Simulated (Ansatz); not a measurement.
# The perfect Sn wire along [110], 6 atoms a period, H-terminated, part 3 of 3

Aim: is the Sn wire along [110], 6 atoms a period, H-terminated a metal or a semiconductor?

Ansatz 0.2.0; DFT PBE, plane waves, PAW; relaxation of a wire's period; PAW set soft_1 (the session's first sound run).

So far, band gap (eV): step 3 (the perfect wire, PBE) 1.91; step 4 (another level of theory, cutoff 500 eV, k-mesh 1×1×13, r2SCAN PBE) 2.19; step 5 (another level of theory, level HSE06, cutoff 420 eV, HSE06 PBE) 2.58; step 6 (with spin-orbit coupling, k-mesh 1×1×11, PBE spin-orbit) 1.89.

**8. Strain along the wire, period over the relaxed period 0.94, k-mesh 1×1×14 (continued)**

Level of this step: DFT PBE, plane waves, PAW; relaxation at a fixed period; PAW set soft_1 (Ansatz).

Step by step:

| step | energy less that of the first step (eV) | largest force component (eV/Å) |
| --- | --- | --- |
| 1 | 0.0000 | 0.9959 |
| 2 | 0.2461 | 1.5318 |
| 3 | -0.1735 | 0.1431 |
| 4 | -0.1566 | 0.1853 |
| 5 | -0.1792 | 0.0038 |

Relaxation steps 2, 4 were tried and not accepted.

The run keeps the 8 symmetry operations that it works with, so distortions that break them were not tested.

The atoms that moved most (Å):

| atom | dx | dy | dz | length |
| --- | --- | --- | --- | --- |
| H13 | 0.057 | 0.000 | 0.070 | 0.090 |
| H5 | 0.057 | 0.000 | -0.070 | 0.090 |
| H12 | -0.057 | 0.000 | -0.070 | 0.090 |
| H6 | -0.057 | 0.000 | 0.070 | 0.090 |
| Sn7 | 0.055 | -0.001 | 0.000 | 0.055 |
| Sn8 | 0.055 | 0.001 | 0.000 | 0.055 |
| Sn3 | -0.055 | -0.001 | 0.000 | 0.055 |
| Sn4 | -0.055 | 0.001 | 0.000 | 0.055 |

Final coordinates:

```xyz
14
Lattice="13.8080 0.0000 0.0000 0.0000 14.3600 0.0000 0.0000 0.0000 4.4888" Properties=species:S:1:pos:R:3
Sn    4.4366    7.1800    0.0000
H     5.0741   10.9086    0.0000
Sn    6.0665    9.4840    0.0000
Sn    6.0665    4.8760    0.0000
H    10.4137    7.1800    0.8697
H     3.3943    7.1800    1.3747
Sn    7.7415    9.4840    2.2444
Sn    7.7415    4.8760    2.2444
H     8.7339   10.9086    2.2444
H     8.7339    3.4514    2.2444
Sn    9.3714    7.1800    2.2444
H     3.3943    7.1800    3.1141
H    10.4137    7.1800    3.6191
H     5.0741    3.4514    0.0000
```

Numbers from this step:

| Property | Result |
| --- | --- |
| band gap | 1.972 eV |

The electronic bands at the labelled points (eV, zero at the Fermi level):

```csv
point,band 43,band 44,band 45,band 46,band 47,band 48,band 49,band 50
Γ,-2.31,-2.15,-1.06,-0.99,0.98,1.10,1.60,1.87
halfway,-2.64,-2.21,-2.16,-2.15,1.68,1.86,2.17,2.38
Z,-2.45,-2.45,-2.23,-2.23,1.50,1.50,2.13,2.13
```

The gap is 1.97 eV, against 1.91 eV under PBE at the relaxed period.

**9. Strain along the wire, period over the relaxed period 1.03, k-mesh 1×1×13**

The period is set to 1.03 times the relaxed one and the atoms relax within it: strain changes bond lengths and angles, which shifts the bands against each other. Against the first PBE run of this kind, the mesh along the wire has 13 points against 17.

The cell differs from the one that the last finished run ended in (c 4.489 → 4.919 Å).

input.yaml reads:

```yaml
crystal:
  lattice:
    - [13.808, 0.0, 0.0]
    - [0.0, 14.36, 0.0]
    - [0.0, 0.0, 4.9185262208]
  atoms:
    - { symbol: Sn, position: [0.324477088, 0.5, 0.0] }
    - { symbol: H, position: [0.370206843, 0.759125708, 0.0] }
    - { symbol: Sn, position: [0.443318883, 0.66053554, 0.0] }
    - { symbol: Sn, position: [0.443318883, 0.33946446, 0.0] }
    - { symbol: H, position: [0.750084288, 0.5, 0.209320914] }
    - { symbol: H, position: [0.249915712, 0.5, 0.290679086] }
    - { symbol: Sn, position: [0.556681117, 0.66053554, 0.5] }
    - { symbol: Sn, position: [0.556681117, 0.33946446, 0.5] }
    - { symbol: H, position: [0.629793157, 0.759125708, 0.5] }
    - { symbol: H, position: [0.629793157, 0.240874292, 0.5] }
    - { symbol: Sn, position: [0.675522912, 0.5, 0.5] }
    - { symbol: H, position: [0.249915712, 0.5, 0.709320914] }
    - { symbol: H, position: [0.750084288, 0.5, 0.790679086] }
    - { symbol: H, position: [0.370206843, 0.240874292, 0.0] }
kpoints:
  mp_grid: { grid: [1, 1, 13] }
  band_path: { path: ["Γ", Z], npoints: 90 }
scf:
  occupations: { method: fermi_dirac, width: 0.05 }
hamiltonian:
  xc: pbe
  pseudopotentials: { kind: paw, azcp: { folder: soft_1 } }
relax:
  max_steps: 40
  f_tol: 0.02
output:
  stress: true
```

Started as:

```
$ ansatz run input.yaml --threads 4 --pin off --max-ram 16384MiB --backend cpu --events-out ev --progress --plain --runs-dir out
```

Numbers of over 12 decimals in the logs are rounded to 6 here.

The program printed:

```text
[...]
Crystal: 14 atoms, lattice volume = 975.260 Å³
Basis set: ecut = 420 eV, 19077 PW (Γ), exchange–correlation on 192×192×72 points (8 copies of the dense FFT grid, shifted against one another)
Bands: 60, of which v1, the nominal top of the filled ones, is band 46 counted from 1 (45 counted from 0)
Symmetry: 8 space group operations
[...]
- { symbol: H, position: [0.251681, 0.5, 0.282941] }
    - { symbol: Sn, position: [0.555002, 0.660726, 0.5] }
    - { symbol: Sn, position: [0.555002, 0.339274, 0.5] }
    - { symbol: H, position: [0.628855, 0.758917, 0.5] }
    - { symbol: H, position: [0.628855, 0.241083, 0.5] }
    - { symbol: Sn, position: [0.673897, 0.5, 0.5] }
    - { symbol: H, position: [0.251681, 0.5, 0.717059] }
    - { symbol: H, position: [0.748319, 0.5, 0.782941] }
    - { symbol: H, position: [0.371145, 0.241083, 0.0] }
[key lines of the parts left out:]
SCF converged after 6 iterations
Free energy (F): -36269.207734 eV
Fermi energy:    -2.084857 eV
P = ⅓ Tr σ = -0.1272 GPa (-1.272 kbar)
```

Wall time 65 s (4 threads of Arm Neoverse V1, shared host); peak memory 3 GiB.

Relaxation path:

| step | energy less that of the first step (eV) | largest force component (eV/Å) |
| --- | --- | --- |
| 1 | 0.0000 | 0.3543 |
| 2 | 0.3244 | 1.2835 |
| 3 | -0.0325 | 0.0536 |
| 4 | -0.0333 | 0.0115 |

Relaxation step 2 was tried and not accepted.

Forces are held to the 8 operations that the run works with; a distortion that breaks them can't arise in this run.

The atoms that moved most (Å):

```csv
atom,dx,dy,dz,length
H6,0.024,0.000,-0.038,0.045
H12,0.024,0.000,0.038,0.045
H5,-0.024,0.000,0.038,0.045
H13,-0.024,0.000,-0.038,0.045
Sn3,0.023,0.003,0.000,0.023
Sn4,0.023,-0.003,0.000,0.023
Sn7,-0.023,0.003,0.000,0.023
Sn8,-0.023,-0.003,0.000,0.023
```

Final coordinates:

```xyz
14
Lattice="13.8080 0.0000 0.0000 0.0000 14.3600 0.0000 0.0000 0.0000 4.9185" Properties=species:S:1:pos:R:3
Sn    4.5028    7.1800    0.0000
H     5.1248   10.8980    0.0000
Sn    6.1445    9.4880    0.0000
Sn    6.1445    4.8720    0.0000
H    10.3328    7.1800    1.0676
H     3.4752    7.1800    1.3917
Sn    7.6635    9.4880    2.4593
Sn    7.6635    4.8720    2.4593
H     8.6832   10.8980    2.4593
H     8.6832    3.4620    2.4593
Sn    9.3052    7.1800    2.4593
H     3.4752    7.1800    3.5269
H    10.3328    7.1800    3.8509
H     5.1248    3.4620    0.0000
```

This step gave:

```
band gap : 1.804 eV
```

The electronic bands at the labelled points (eV, zero at the Fermi level):

```
  point  band 43  band 44  band 45  band 46  band 47  band 48  band 49  band 50
      Γ    -1.49    -1.18    -0.95    -0.90     0.90     0.94     2.49     2.62
halfway    -1.85    -1.41    -1.40    -1.27     2.53     2.54     2.76     3.01
      Z    -1.68    -1.68    -1.43    -1.43     2.45     2.45     3.02     3.02
```

The gap is 1.80 eV, against 1.91 eV under PBE at the relaxed period.

**10. Results**

```json
{
  "cell length, PBE": "4.775 Å",
  "gap, PBE": "1.91 eV",
  "gap, r2SCAN": "2.19 eV",
  "gap, HSE06": "2.58 eV",
  "gap, with spin-orbit coupling": "1.89 eV",
  "gap, period scaled by 0.94": "1.97 eV",
  "gap, period scaled by 1.03": "1.80 eV"
}
```

**Reading.** Under PBE the cell's length is 4.78 Å, and a gap of 1.91 eV makes it a semiconductor. At the relaxed period the wire is gapped under every functional, from 1.91 eV (PBE) to 2.58 eV (HSE06). Weak screening in one dimension makes quasiparticle gaps larger than the semilocal gaps, as a rule. Strain matters: under PBE the gap goes from 1.91 eV to 1.97 eV at 0.94 times the period and 1.80 eV at 1.03 times the period. A hybrid's gap is read on a coarse mesh, without a band path.

[Logs are printed without paths, hosts, clocks, repeated set-up lines and the standing remarks that a program may print on its own settings, such as how far it seeks lower states.]

[Hosts, paths, dates, database ids (printed as entryN), source tags and the programs' standing remarks are cut or masked in the printed files.]
